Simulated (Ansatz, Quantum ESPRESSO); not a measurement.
# AlCd in the L11 ordering: electron–phonon coupling with Quantum ESPRESSO, part 2 of 5

Each step names its level of theory.

So far. Step 2 (Relaxing tightly for phonons): The largest force is now zero by symmetry and the largest stress component 0.0019 GPa. Step 3 (Ground state with pw.x): With these potentials, mesh and smearing the cell is at 0.31 GPa. The relaxed cell has a = 2.916, c = 15.499 Å (conventional setting).

The structure was built from a prototype and need not be the compound's stable phase.

## 4. Phonons and couplings with ph.x: Fermi–Dirac smearing of 0.1 eV

Level of this step: DFT PBEsol, scalar-relativistic, plane waves, GBRV ultrasoft pseudopotentials (Quantum ESPRESSO).

ph.x gives each mode's frequency and linewidth; λ of a mode follows from Gaussian double-delta sums over the k mesh, here at four widths.

File ph.in:

```
phonons and couplings
 &inputph
    prefix='x',
    outdir='./tmp',
    tr2_ph=1.0d-15,
    fildyn='x.dyn',
    fildvscf='dvscf',
    ldisp=.true.,
    nq1=2,
    nq2=2,
    nq3=2,
    electron_phonon='simple',
    el_ph_ngauss=0,
    el_ph_sigma=0.00734986,
    el_ph_nsigma=4,
    alpha_mix(1)=0.5,
    amass(1)=26.9815,
    amass(2)=112.414,
 /
```

Command:

```sh
OMP_NUM_THREADS=1 mpirun -n 4 ph.x -nk 4 -in ph.in > ph.x.log
```

Log:

```text
[banner, memory and clock lines left out]
Program PHONON v.7.5

     ./tmp/x.save/

     IMPORTANT: XC functional enforced from input :
     Exchange-correlation= PBESOL
                           (   1   4  10   8   0   0   0)
     Any further DFT definition will be discarded
     Please, verify this is what you really want

     G-vector sticks info

     negative rho (up, down):  2.200E-02 0.000E+00
     Reading collected, re-writing distributed wavefunctions in ./tmp/

     Dynamical matrices for ( 2, 2, 2)  uniform grid of q-points
     (   4 q-points):
       N         xq(1)         xq(2)         xq(3)
       1   0.000000000   0.000000000   0.000000000
       2   0.338007381   0.338007381  -0.979630572
       3   0.676014762  -0.641623191  -0.641623191
       4  -0.303615810  -0.303615810  -0.303615810

     Number and degeneracy of irreps per q-point
       N         xq(1)         xq(2)         xq(3)   N irreps
       1   0.000000000   0.000000000   0.000000000       4
        1   1   2   2
       2   0.338007381   0.338007381  -0.979630572       6
     No degeneracy
       3   0.676014762  -0.641623191  -0.641623191       6
     No degeneracy
       4  -0.303615810  -0.303615810  -0.303615810       4
        1   2   1   2

     Saving dvscf to file. Distribute only q points, not irreducible representations.

     Calculation of q =    0.0000000   0.0000000   0.0000000

     phonons and couplings

     bravais-lattice index     =            0
     lattice parameter (alat)  =      10.2683  a.u.
     unit-cell volume          =     256.7351 (a.u.)^3
     number of atoms/cell      =            2
     number of atomic types    =            2
     kinetic-energy cut-off    =      45.0000  Ry
     charge density cut-off    =     360.0000  Ry
     convergence threshold     =      1.0E-15
     beta                      =       0.5000
     number of iterations used =            4
     Exchange-correlation= PBESOL
                           (   1   4  10   8   0   0   0)

     celldm(1)=   10.26827  celldm(2)=    0.00000  celldm(3)=    0.00000
     celldm(4)=    0.00000  celldm(5)=    0.00000  celldm(6)=    0.00000

     crystal axes: (cart. coord. in units of alat)
               a(1) = (  0.8019  0.4225  0.4225 )
               a(2) = (  0.4225  0.8019  0.4225 )
               a(3) = (  0.4225  0.4225  0.8019 )

     reciprocal axes: (cart. coord. in units 2 pi/alat)
               b(1) = (  1.9593 -0.6760 -0.6760 )
               b(2) = ( -0.6760  1.9593 -0.6760 )
               b(3) = ( -0.6760 -0.6760  1.9593 )

     Atoms inside the unit cell:

     Cartesian axes

     site n.  atom      mass           positions (alat units)
        1  Al     26.9815   tau(    1) = (    0.00000    0.00000    0.00000  )
        2  Cd    112.4140   tau(    2) = (    0.82341    0.82341    0.82341  )

     Computing dynamical matrix for
                    q = (   0.0000000   0.0000000   0.0000000 )

     13 Sym.Ops. (with q -> -q+G )

     G cutoff =  961.4734  (  29633 G-vectors)     FFT grid: ( 64, 64, 64)
     G cutoff =  480.7367  (  10499 G-vectors)  smooth grid: ( 45, 45, 45)

     number of k points=    65  Fermi-Dirac smearing, width (Ry)=  0.0073

     PseudoPot. # 1 for Al read from file:
     ./pseudo/Al.upf
     Pseudo is Ultrasoft + core correction, Zval =  3.0
     Using radial grid of  893 points,  3 beta functions with:
                l(1) =   0
                l(2) =   1
                l(3) =   2
     Q(r) pseudized with  8 coefficients,  rinner =    0.900   0.900   0.900
                                                       0.900   0.900

     PseudoPot. # 2 for Cd read from file:
     ./pseudo/Cd.upf
     Pseudo is Ultrasoft + core correction, Zval = 12.0
     Using radial grid of  889 points,  6 beta functions with:
                l(1) =   0
                l(2) =   0
                l(3) =   1
                l(4) =   1
                l(5) =   2
                l(6) =   2
     Q(r) pseudized with  6 coefficients,  rinner =    1.000   1.000   1.000
                                                       1.000   1.000

     Mode symmetry, D_3d (-3m)  point group:

     Atomic displacements:
     There are    4 irreducible representations

     Representation     1      1 modes -  To be done

     Representation     2      1 modes -  To be done

     Representation     3      2 modes -  To be done

     Representation     4      2 modes -  To be done

     Alpha used in Ewald sum =   2.8000

     negative rho (up, down):  2.200E-02 0.000E+00

     Representation #   1 mode #   1

     Self-consistent Calculation

     Pert. #  1: Fermi energy shift (Ry) =     0.0000E+00     0.0000E+00

      thresh= 1.000E-02 alpha_mix =  0.500 |ddv_scf|^2 =  8.568E-07

     Pert. #  1: Fermi energy shift (Ry) =     0.0000E+00     0.0000E+00

      thresh= 9.256E-05 alpha_mix =  0.500 |ddv_scf|^2 =  3.306E-07

     Pert. #  1: Fermi energy shift (Ry) =     0.0000E+00     0.0000E+00

      thresh= 5.750E-05 alpha_mix =  0.500 |ddv_scf|^2 =  3.187E-09

     Pert. #  1: Fermi energy shift (Ry) =     0.0000E+00     0.0000E+00

      thresh= 5.645E-06 alpha_mix =  0.500 |ddv_scf|^2 =  8.267E-12

     Pert. #  1: Fermi energy shift (Ry) =     0.0000E+00     0.0000E+00

      thresh= 2.875E-07 alpha_mix =  0.500 |ddv_scf|^2 =  7.846E-13

     Pert. #  1: Fermi energy shift (Ry) =     0.0000E+00     0.0000E+00

      thresh= 8.858E-08 alpha_mix =  0.500 |ddv_scf|^2 =  1.923E-14

     Pert. #  1: Fermi energy shift (Ry) =     0.0000E+00     0.0000E+00

      thresh= 1.387E-08 alpha_mix =  0.500 |ddv_scf|^2 =  4.593E-16

     End of self-consistent calculation

     Convergence has been achieved

     Representation #   2 mode #   2

     Self-consistent Calculation

     Pert. #  1: Fermi energy shift (Ry) =     0.0000E+00     0.0000E+00

      thresh= 1.000E-02 alpha_mix =  0.500 |ddv_scf|^2 =  4.507E-05

     Pert. #  1: Fermi energy shift (Ry) =     0.0000E+00     0.0000E+00

      thresh= 6.713E-04 alpha_mix =  0.500 |ddv_scf|^2 =  1.989E-05

     Pert. #  1: Fermi energy shift (Ry) =     0.0000E+00     0.0000E+00

      thresh= 4.460E-04 alpha_mix =  0.500 |ddv_scf|^2 =  1.959E-08

     Pert. #  1: Fermi energy shift (Ry) =     0.0000E+00     0.0000E+00

      thresh= 1.400E-05 alpha_mix =  0.500 |ddv_scf|^2 =  2.406E-10

     Pert. #  1: Fermi energy shift (Ry) =     0.0000E+00     0.0000E+00

      thresh= 1.551E-06 alpha_mix =  0.500 |ddv_scf|^2 =  1.258E-11

     Pert. #  1: Fermi energy shift (Ry) =     0.0000E+00     0.0000E+00

      thresh= 3.547E-07 alpha_mix =  0.500 |ddv_scf|^2 =  6.181E-13

     Pert. #  1: Fermi energy shift (Ry) =     0.0000E+00     0.0000E+00

[...]
PseudoPot. # 2 for Cd read from file:
     ./pseudo/Cd.upf
     Pseudo is Ultrasoft + core correction, Zval = 12.0
     Using radial grid of  889 points,  6 beta functions with:
[...]
Q(r) pseudized with  6 coefficients,  rinner =    1.000   1.000   1.000
                                                       1.000   1.000

     atomic species   valence    mass     pseudopotential
     Al                3.00    26.98150     Al( 1.00)
     Cd               12.00   112.41400     Cd( 1.00)

     12 Sym. Ops., with inversion, found

   Cartesian axes

     site n.     atom                  positions (alat units)
         1        Al     tau(   1) = (   0.0000000   0.0000000   0.0000000  )
         2        Cd     tau(   2) = (   0.8234090   0.8234090   0.8234090  )

     number of k points=   130  Fermi-Dirac smearing, width (Ry)=  0.0073

     Number of k-points >= 100: set verbosity='high' to print them.

     Dense  grid:    29633 G-vectors     FFT dimensions: (  64,  64,  64)

     Smooth grid:    10499 G-vectors     FFT dimensions: (  45,  45,  45)

     The potential is recalculated from file :
     ./tmp/_ph0/x.q_4/x.save/charge-density

     negative rho (up, down):  2.200E-02 0.000E+00
     Starting wfcs are   13 atomic +    4 random wfcs

     Band Structure Calculation
     Davidson diagonalization with overlap

     ethr =  6.67E-11,  avg # of iterations = 22.2

     End of band structure calculation

     Number of k-points >= 100: set verbosity='high' to print the bands.

     the Fermi energy is    10.2075 ev

     Writing config to output data dir ./tmp/_ph0/x.q_4/x.save/ :
     XML data file

     phonons and couplings

     bravais-lattice index     =            0
     lattice parameter (alat)  =      10.2683  a.u.
     unit-cell volume          =     256.7351 (a.u.)^3
     number of atoms/cell      =            2
     number of atomic types    =            2
     kinetic-energy cut-off    =      45.0000  Ry
     charge density cut-off    =     360.0000  Ry
     convergence threshold     =      1.0E-15
     beta                      =       0.5000
     number of iterations used =            4
     Exchange-correlation= PBESOL
                           (   1   4  10   8   0   0   0)

     celldm(1)=   10.26827  celldm(2)=    0.00000  celldm(3)=    0.00000
     celldm(4)=    0.00000  celldm(5)=    0.00000  celldm(6)=    0.00000

     crystal axes: (cart. coord. in units of alat)
               a(1) = (  0.8019  0.4225  0.4225 )
               a(2) = (  0.4225  0.8019  0.4225 )
               a(3) = (  0.4225  0.4225  0.8019 )

     reciprocal axes: (cart. coord. in units 2 pi/alat)
               b(1) = (  1.9593 -0.6760 -0.6760 )
               b(2) = ( -0.6760  1.9593 -0.6760 )
               b(3) = ( -0.6760 -0.6760  1.9593 )

     Atoms inside the unit cell:

     Cartesian axes

     site n.  atom      mass           positions (alat units)
        1  Al     26.9815   tau(    1) = (    0.00000    0.00000    0.00000  )
        2  Cd    112.4140   tau(    2) = (    0.82341    0.82341    0.82341  )

     Computing dynamical matrix for
                    q = (  -0.3036158  -0.3036158  -0.3036158 )

     13 Sym.Ops. (with q -> -q+G )

     G cutoff =  961.4734  (  29633 G-vectors)     FFT grid: ( 64, 64, 64)
     G cutoff =  480.7367  (  10499 G-vectors)  smooth grid: ( 45, 45, 45)

     number of k points=   130  Fermi-Dirac smearing, width (Ry)=  0.0073

     PseudoPot. # 1 for Al read from file:
     ./pseudo/Al.upf
     Pseudo is Ultrasoft + core correction, Zval =  3.0
     Using radial grid of  893 points,  3 beta functions with:
[...]
l(2) =   1
                l(3) =   2
     Q(r) pseudized with  8 coefficients,  rinner =    0.900   0.900   0.900
                                                       0.900   0.900

     PseudoPot. # 2 for Cd read from file:
     ./pseudo/Cd.upf
     Pseudo is Ultrasoft + core correction, Zval = 12.0
     Using radial grid of  889 points,  6 beta functions with:
                l(1) =   0
                l(2) =   0
                l(3) =   1
                l(4) =   1
                l(5) =   2
                l(6) =   2
     Q(r) pseudized with  6 coefficients,  rinner =    1.000   1.000   1.000
                                                       1.000   1.000

     Mode symmetry, D_3d (-3m)  point group:

     Atomic displacements:
     There are    4 irreducible representations

     Representation     1      1 modes -  To be done

     Representation     2      2 modes -  To be done

     Representation     3      1 modes -  To be done

     Representation     4      2 modes -  To be done

     Alpha used in Ewald sum =   2.8000

     negative rho (up, down):  2.200E-02 0.000E+00

     Representation #   1 mode #   1

     Self-consistent Calculation

[...]
End of self-consistent calculation

     Convergence has been achieved

     Representation #   2 modes #   2   3

     Self-consistent Calculation

[...]
End of self-consistent calculation

     Convergence has been achieved

     Representation #   3 mode #   4

     Self-consistent Calculation

[...]
thresh= 2.283E-08 alpha_mix =  0.500 |ddv_scf|^2 =  1.699E-15

      thresh= 4.121E-09 alpha_mix =  0.500 |ddv_scf|^2 =  2.333E-16

     End of self-consistent calculation

     Convergence has been achieved

     Representation #   4 modes #   5   6

     Self-consistent Calculation

      thresh= 1.000E-02 alpha_mix =  0.500 |ddv_scf|^2 =  7.499E-09

      thresh= 8.660E-06 alpha_mix =  0.500 |ddv_scf|^2 =  1.625E-09

      thresh= 4.031E-06 alpha_mix =  0.500 |ddv_scf|^2 =  6.547E-12

      thresh= 2.559E-07 alpha_mix =  0.500 |ddv_scf|^2 =  5.460E-14

      thresh= 2.337E-08 alpha_mix =  0.500 |ddv_scf|^2 =  5.387E-15

      thresh= 7.340E-09 alpha_mix =  0.500 |ddv_scf|^2 =  4.709E-17

     End of self-consistent calculation

     Convergence has been achieved

     Number of q in the star =    1
     List of q in the star:
          1  -0.303615810  -0.303615810  -0.303615810

     Diagonalizing the dynamical matrix

     q = (   -0.303615810  -0.303615810  -0.303615810 )

 **************************************************************************
     freq (    1) =       1.157164 [THz] =      38.598841 [cm-1]
     freq (    2) =       1.157164 [THz] =      38.598841 [cm-1]
     freq (    3) =       1.698154 [THz] =      56.644305 [cm-1]
     freq (    4) =       1.698154 [THz] =      56.644305 [cm-1]
     freq (    5) =       2.489882 [THz] =      83.053519 [cm-1]
     freq (    6) =       5.555202 [THz] =     185.301599 [cm-1]
 **************************************************************************

     Mode symmetry, D_3d (-3m)  point group:

     freq (   1-   2) =         38.6  [cm-1]   --> E_g  L_3
     freq (   3-   4) =         56.6  [cm-1]   --> E_u  L_3'
     freq (   5-   5) =         83.1  [cm-1]   --> A_1g L_1
     freq (   6-   6) =        185.3  [cm-1]   --> A_2u L_2'

     Gaussian Broadening:   0.007 Ry, ngauss=   0
     DOS =  2.065637 states/spin/Ry/Unit Cell at Ef= 10.224785 eV
     double delta at Ef =  2.129542
[...]
Gaussian Broadening:   0.015 Ry, ngauss=   0
     DOS =  3.711394 states/spin/Ry/Unit Cell at Ef= 10.216302 eV
     double delta at Ef = 28.197849
[...]
Gaussian Broadening:   0.022 Ry, ngauss=   0
     DOS =  4.565177 states/spin/Ry/Unit Cell at Ef= 10.201121 eV
     double delta at Ef = 55.394718
[...]
lambda(    5)=  0.1926   gamma=    5.21 GHz
     lambda(    6)=  0.0128   gamma=    1.72 GHz

     Gaussian Broadening:   0.029 Ry, ngauss=   0
     DOS =  4.977718 states/spin/Ry/Unit Cell at Ef= 10.184684 eV
     double delta at Ef = 73.257286
     lambda(    1)=  0.0530   gamma=    0.34 GHz
     lambda(    2)=  0.0530   gamma=    0.34 GHz
     lambda(    3)=  0.1605   gamma=    2.20 GHz
     lambda(    4)=  0.1605   gamma=    2.20 GHz
     lambda(    5)=  0.2106   gamma=    6.21 GHz
     lambda(    6)=  0.0270   gamma=    3.96 GHz
```

Run time: 21 min. Hardware: 4 MPI ranks of Arm Neoverse V1, shared host.

This step gave:

- highest frequency, solved or plainly interpolated: 264.5 cm⁻¹
- omega log against width: 14.22, 10.69, 8.117, 7.761 meV, at widths 0.1 to 0.4 eV

As ph.x prints them, no sum rule imposed; at the zone centre the sum is no linewidth. Double-delta sums:

| q1 | q2 | q3 | star | mode | omega (meV) | lambda_q, sigma 0.1 eV | lambda_q, sigma 0.2 eV | lambda_q, sigma 0.3 eV | lambda_q, sigma 0.4 eV | half width at sigma 0.2 (meV) |
| --- | --- | --- | --- | --- | --- | --- | --- | --- | --- | --- |
| 0 | 0 | 0 | 1 | 1 | -1.262 | 0 | 0 | 0 | 0 | 0 |
| 0 | 0 | 0 | 1 | 2 | -1.262 | 0 | 0 | 0 | 0 | 0 |
| 0 | 0 | 0 | 1 | 3 | 0.6859 | 0 | 0 | 0 | 0 | 4.14e-5 |
| 0 | 0 | 0 | 1 | 4 | 7.891 | 9.00e-4 | 0.0172 | 0.0198 | 0.0188 | 9.10e-4 |
| 0 | 0 | 0 | 1 | 5 | 7.891 | 9.00e-4 | 0.0172 | 0.0198 | 0.0188 | 9.10e-4 |
| 0 | 0 | 0 | 1 | 6 | 25.91 | 0 | 0.0013 | 0.0033 | 0.005 | 7.44e-4 |
| 0 | 0 | -0.5 | 3 | 1 | 7.938 | 0.0269 | 0.0348 | 0.0489 | 0.0581 | 0.001861 |
| 0 | 0 | -0.5 | 3 | 2 | 10.52 | 0.0649 | 0.0602 | 0.035 | 0.0249 | 0.005707 |
| 0 | 0 | -0.5 | 3 | 3 | 17.09 | 0.0473 | 0.0564 | 0.071 | 0.0887 | 0.0141 |
| 0 | 0 | -0.5 | 3 | 4 | 17.09 | 0.0071 | 0.0397 | 0.1128 | 0.1456 | 0.009926 |
| 0 | 0 | -0.5 | 3 | 5 | 20.68 | 0.0098 | 0.033 | 0.0307 | 0.0276 | 0.01212 |
| 0 | 0 | -0.5 | 3 | 6 | 32.58 | 0.0052 | 0.0254 | 0.0654 | 0.0847 | 0.02308 |
| 0 | -0.5 | -0.5 | 3 | 1 | 3.25 | 1.00e-4 | 0.1304 | 0.474 | 0.6471 | 0.001199 |
| 0 | -0.5 | -0.5 | 3 | 2 | 10.17 | 0.0352 | 0.0147 | 0.0119 | 0.0159 | 0.001323 |
| 0 | -0.5 | -0.5 | 3 | 3 | 16.02 | 5.00e-4 | 0.0137 | 0.031 | 0.0445 | 0.003019 |
| 0 | -0.5 | -0.5 | 3 | 4 | 17.66 | 0.1678 | 0.06 | 0.0396 | 0.0478 | 0.01605 |
| 0 | -0.5 | -0.5 | 3 | 5 | 22.43 | 0.0015 | 0.0331 | 0.0527 | 0.0587 | 0.01427 |
| 0 | -0.5 | -0.5 | 3 | 6 | 32.8 | 0.003 | 0.0481 | 0.0515 | 0.0563 | 0.04438 |
| -0.5 | -0.5 | -0.5 | 1 | 1 | 4.786 | 0.0076 | 0.0377 | 0.0465 | 0.053 | 7.44e-4 |
| -0.5 | -0.5 | -0.5 | 1 | 2 | 4.786 | 0.0076 | 0.0377 | 0.0465 | 0.053 | 7.44e-4 |
| -0.5 | -0.5 | -0.5 | 1 | 3 | 7.023 | 3.00e-4 | 0.073 | 0.1422 | 0.1605 | 0.003102 |
| -0.5 | -0.5 | -0.5 | 1 | 4 | 7.023 | 3.00e-4 | 0.073 | 0.1422 | 0.1605 | 0.003102 |
| -0.5 | -0.5 | -0.5 | 1 | 5 | 10.3 | 0.0427 | 0.1782 | 0.1926 | 0.2106 | 0.01621 |
| -0.5 | -0.5 | -0.5 | 1 | 6 | 22.97 | 0 | 0.0036 | 0.0128 | 0.027 | 0.001613 |

Mean over the q mesh without its centre; few wavevectors enter, so none of the widths can be taken as converged. Coupling constant λ, lambda against Gaussian width:

| Gaussian width (eV) | coupling constant λ, lambda |
| --- | --- |
| 0.100 | 0.167 |
| 0.200 | 0.293 |
| 0.300 | 0.522 |
| 0.400 | 0.652 |

λ runs from 0.167 at 0.1 eV to 0.652 at 0.4 eV.

(Part 2 of 5 ends here.)

[Logs are printed without paths, hosts, clocks, repeated set-up lines and the standing remarks that a program may print on its own settings, such as how far it seeks lower states.]

[Hosts, paths, dates, database ids (printed as entryN), source tags and the programs' standing remarks are cut or masked in the printed files.]
